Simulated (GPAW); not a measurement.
# Ballistic transport through H2 in line between two Li chains, cheap and dear, part 2 of 2

How well does H2 in line between two Li chains conduct at low bias, and how far do basis and functional move the answer?

GPAW 26.7.0; GPAW LCAO, PAW setups; Landauer transmission from Green's functions with principal layers (ASE), zero bias.

So far, transmission at the Fermi level (one spin): step 2 (GPAW, dzp, PBE, GPAW) 0.712; step 3 (basis szp(dzp), PBE, GPAW) 0.815; step 4 (basis sz(dzp), PBE, GPAW) 0.797; step 5 (LDA) 0.758.

### Step 8. SCF mesh 1×1×1, basis sz(dzp), functional revPBE

The SCF mesh sets the Fermi level of the repeated cell. A smaller basis is cheaper in every inversion. The functional moves levels against the Fermi level.

This step: GPAW LCAO, PAW setups; Landauer transmission from Green's functions with principal layers (ASE), zero bias (GPAW 26.7.0).

run.py reads:

```python
import json
import numpy as np
from ase import Atoms
from ase.transport.calculators import TransportCalculator
from gpaw import GPAW, FermiDirac
from gpaw.lcao.tools import get_lcao_hamiltonian
from scipy.linalg import eigh

# The junction with lead layers at both ends, along the third cell vector
device = Atoms(
    ['Li', 'Li', 'Li', 'Li', 'Li', 'H', 'H', 'Li', 'Li', 'Li', 'Li', 'Li'],
    positions=[
        [4.50000, 4.50000, 1.47500],
        [4.50000, 4.50000, 4.42500],
        [4.50000, 4.50000, 7.37500],
        [4.50000, 4.50000, 10.32500],
        [4.50000, 4.50000, 13.27500],
        [4.50000, 4.50000, 14.90020],
        [4.50000, 4.50000, 15.75020],
        [4.50000, 4.50000, 17.37540],
        [4.50000, 4.50000, 20.32540],
        [4.50000, 4.50000, 23.27540],
        [4.50000, 4.50000, 26.22540],
        [4.50000, 4.50000, 29.17540]],
    cell=[[9.0, 0.0, 0.0], [0.0, 9.0, 0.0], [0.0, 0.0, 30.6504]],
    pbc=True)

# One principal layer of the lead: the first 3 atoms of the device
lead = Atoms(
    ['Li', 'Li', 'Li'],
    positions=[
        [4.50000, 4.50000, 1.47500],
        [4.50000, 4.50000, 4.42500],
        [4.50000, 4.50000, 7.37500]],
    cell=[[9.0, 0.0, 0.0], [0.0, 9.0, 0.0], [0.0, 0.0, 8.85]],
    pbc=True)

settings = dict(mode='lcao', basis='sz(dzp)', xc='revPBE', h=0.2,
                occupations=FermiDirac(0.1), maxiter=250,
                mixer=dict(beta=0.1, nmaxold=8, weight=100.0),
                convergence=dict(density=0.0001))
energies = np.arange(-2, 2 + 1e-9, 0.05)
eta = 0.0001
n1, n2 = 1, 1
# k and -k transmit alike, so half of the mesh across the current serves
mesh = [(i, j) for i in range(n1) for j in range(n2) if (i, j) <= (-i % n1, -j % n2)]
weights = np.array([1 if (i, j) == (-i % n1, -j % n2) else 2 for i, j in mesh]) / (n1 * n2)

# [... helper functions left out ...]
fermi_lead = ground_state(lead, (1, 1, 13), 'lead.txt')
fermi_device = ground_state(device, (1, 1, 1), 'device.txt')
# [... loop over the mesh left out, but for ...]
        # Shift the lead onto the potential of the device's first layer
        shift = ((H[:, 0, 0] - H0[:, 0, 0]) / S0[0, 0]).real.mean()
# [...]
kT = 8.617333e-5 * 300
bias = [0.1, 0.2, 0.5, 1.0, 1.5, 2.0]
# [... integrals and printing left out ...]
```

Command:

```console
OMP_NUM_THREADS=1 OPENBLAS_NUM_THREADS=1 python run.py
```

The log of the run:

```text
basis functions: device 12, principal layer 3
Fermi level: lead -2.6559 eV, device -2.5525 eV; lead shifted by 0.0082 eV
largest coupling past the next layer 1.29e-08 eV, largest misfit of the first layer 0.014 eV
  E-E_F (eV)   T (one spin)  [channel counts left out]
    -2.000    3.1317e-20
    -1.950    3.0531e-20
    -1.900    3.0050e-20
    -1.850    2.9851e-20
    -1.800    2.9834e-20
    -1.750    2.9765e-20
    -1.700    2.9254e-20
    -1.650    2.8251e-20
    -1.600    3.0494e-20
    -1.550    6.2062e-20
    -1.500    2.6590e-19
    -1.450    1.3915e-18
    -1.400    7.4805e-18
    -1.350    4.1983e-17
    -1.300    2.5729e-16
    -1.250    1.8153e-15
[...]
1.650    9.1685e-01
     1.700    9.1405e-01
     1.750    9.1060e-01
     1.800    9.0651e-01
     1.850    9.0175e-01
     1.900    8.9633e-01
     1.950    8.9022e-01
     2.000    8.8341e-01
conductance at 300 K: 0.79289 G0 a cell; thermopower -1.387 uV/K
current from the zero-bias T(E) at 0.1 V: 6.1415 uA
current from the zero-bias T(E) at 0.2 V: 12.272 uA
current from the zero-bias T(E) at 0.5 V: 30.495 uA
current from the zero-bias T(E) at 1.0 V: 59.803 uA
current from the zero-bias T(E) at 1.5 V: 87.659 uA
current from the zero-bias T(E) at 2.0 V: 113.11 uA
```

Wall time 41 s (1 thread of Arm Neoverse N1, shared host); peak memory 0.83 GiB.

The run finished with changed settings (scf_mesh = [1, 1, 1], basis = "sz(dzp)" and xc = "revPBE"); it serves as a test.

The two runs compared:

```
                                           quantity   this run   sound run  difference
                                   conductance (G₀)    0.79289     0.70952      0.0834
largest coupling past the next principal layer (eV)   1.292e-8    1.280e-8     1.2e-10
   largest misfit of the first principal layer (eV)   0.013737    0.021244    -0.00751
                    shift that aligns the lead (eV)  0.0081674  -0.0036570      0.0118
                    basis functions of the junction         12          60         -48
               basis functions of a principal layer          3          15         -12
         transmission at the Fermi level (one spin)    0.79363     0.71161      0.0820
```

The two runs differ clearly in the conductance: 0.793 G₀ against 0.710 G₀.

### Step 9. Temperature 700, SCF mesh 1×1×1, smearing 0.2

Temperature enters only through the Fermi window. The SCF mesh sets the Fermi level of the repeated cell. Smearing helps the SCF of a metal converge, but it blurs occupations at band edges near the Fermi level.

Edit run.py of step 8 so:

```diff
@@ -37,4 +37,4 @@
 
-settings = dict(mode='lcao', basis='sz(dzp)', xc='revPBE', h=0.2,
-                occupations=FermiDirac(0.1), maxiter=250,
+settings = dict(mode='lcao', basis='dzp', xc='PBE', h=0.2,
+                occupations=FermiDirac(0.2), maxiter=250,
                 mixer=dict(beta=0.1, nmaxold=8, weight=100.0),
@@ -55,3 +55,3 @@
 # [...]
-kT = 8.617333e-5 * 300
+kT = 8.617333e-5 * 700
 bias = [0.1, 0.2, 0.5, 1.0, 1.5, 2.0]
```

The log of the run:

```text
basis functions: device 60, principal layer 15
Fermi level: lead -2.6942 eV, device -2.5772 eV; lead shifted by 0.0013 eV
largest coupling past the next layer 1.28e-08 eV, largest misfit of the first layer 0.017 eV
  E-E_F (eV)   T (one spin)  [channel counts left out]
    -2.000    7.2026e-16
    -1.950    7.0831e-16
    -1.900    6.9608e-16
    -1.850    6.8359e-16
    -1.800    6.7087e-16
    -1.750    6.5794e-16
    -1.700    6.4487e-16
    -1.650    6.3171e-16
    -1.600    6.1858e-16
    -1.550    6.0561e-16
    -1.500    5.9302e-16
    -1.450    5.8114e-16
    -1.400    5.7048e-16
    -1.350    5.6189e-16
    -1.300    5.5676e-16
    -1.250    5.5758e-16
[...]
1.650    4.3323e-01
     1.700    3.9856e-01
     1.750    3.6472e-01
     1.800    3.3155e-01
     1.850    2.9884e-01
     1.900    2.6635e-01
     1.950    2.3386e-01
     2.000    2.0107e-01
conductance at 700 K: 0.64436 G0 a cell; thermopower -12.45 uV/K
current from the zero-bias T(E) at 0.1 V: 4.9925 uA
current from the zero-bias T(E) at 0.2 V: 9.9849 uA
current from the zero-bias T(E) at 0.5 V: 24.953 uA
current from the zero-bias T(E) at 1.0 V: 49.693 uA
current from the zero-bias T(E) at 1.5 V: 73.291 uA
current from the zero-bias T(E) at 2.0 V: 92.995 uA
```

It took 47 s on 1 thread; peak memory 0.89 GiB.

The run finished with changed settings (temperature = 700, scf_mesh = [1, 1, 1] and width = 0.2); it serves as a test.

The two runs compared:

| quantity | this run | sound run | difference |
| --- | --- | --- | --- |
| conductance (G₀) | 0.64436 | 0.70952 | -0.0652 |
| thermopower (μV/K) | -12.447 | -4.1400 | -8.31 |
| largest coupling past the next principal layer (eV) | 1.276e-8 | 1.280e-8 | -4.3e-11 |
| largest misfit of the first principal layer (eV) | 0.017175 | 0.021244 | -0.00407 |
| shift that aligns the lead (eV) | 0.0012675 | -0.0036570 | 0.00492 |
| transmission at the Fermi level (one spin) | 0.64429 | 0.71161 | -0.0673 |

One result that differs is the thermopower, -12.4 μV/K against -4.14 μV/K.

### Step 10. Outcome

* conductance: 0.710 G₀
* transmission at the Fermi level, mean of the spins: 0.712
* thermopower: -4.14 μV/K

What this shows: In the dzp basis the junction conducts 0.710 G₀ at 300 K, with T = 0.712 a spin at the Fermi level; no smaller basis tried comes within 10 % of that conductance. At the Fermi level one eigenchannel carries the current (0.71). Measured against the first run (dzp), the nearest curve is that of dzp-LDA (r.m.s. 0.033) and the farthest that of sz (0.27). Over the compared runs wall time goes from 37 s (sz) to 54 s (dzp), on a shared host. The geometry was built from estimated bond lengths and not relaxed, so the numbers describe this model structure. An evenly spaced straight chain is an idealisation: free chains tend to dimerise, zigzag or, where a band edge lies near the Fermi level, turn magnetic. The currents use the zero-bias T(E) throughout, which holds only while the bias is small against the distance to the nearest feature. The energy step is wider than the thermal energy, so the conductance and thermopower rest on interpolation of T(E).

[Logs are printed without paths, hosts, clocks, repeated set-up lines and the standing remarks that a program may print on its own settings, such as how far it seeks lower states.]

[Hosts, paths, dates, database ids (printed as entryN), source tags and the programs' standing remarks are cut or masked in the printed files.]
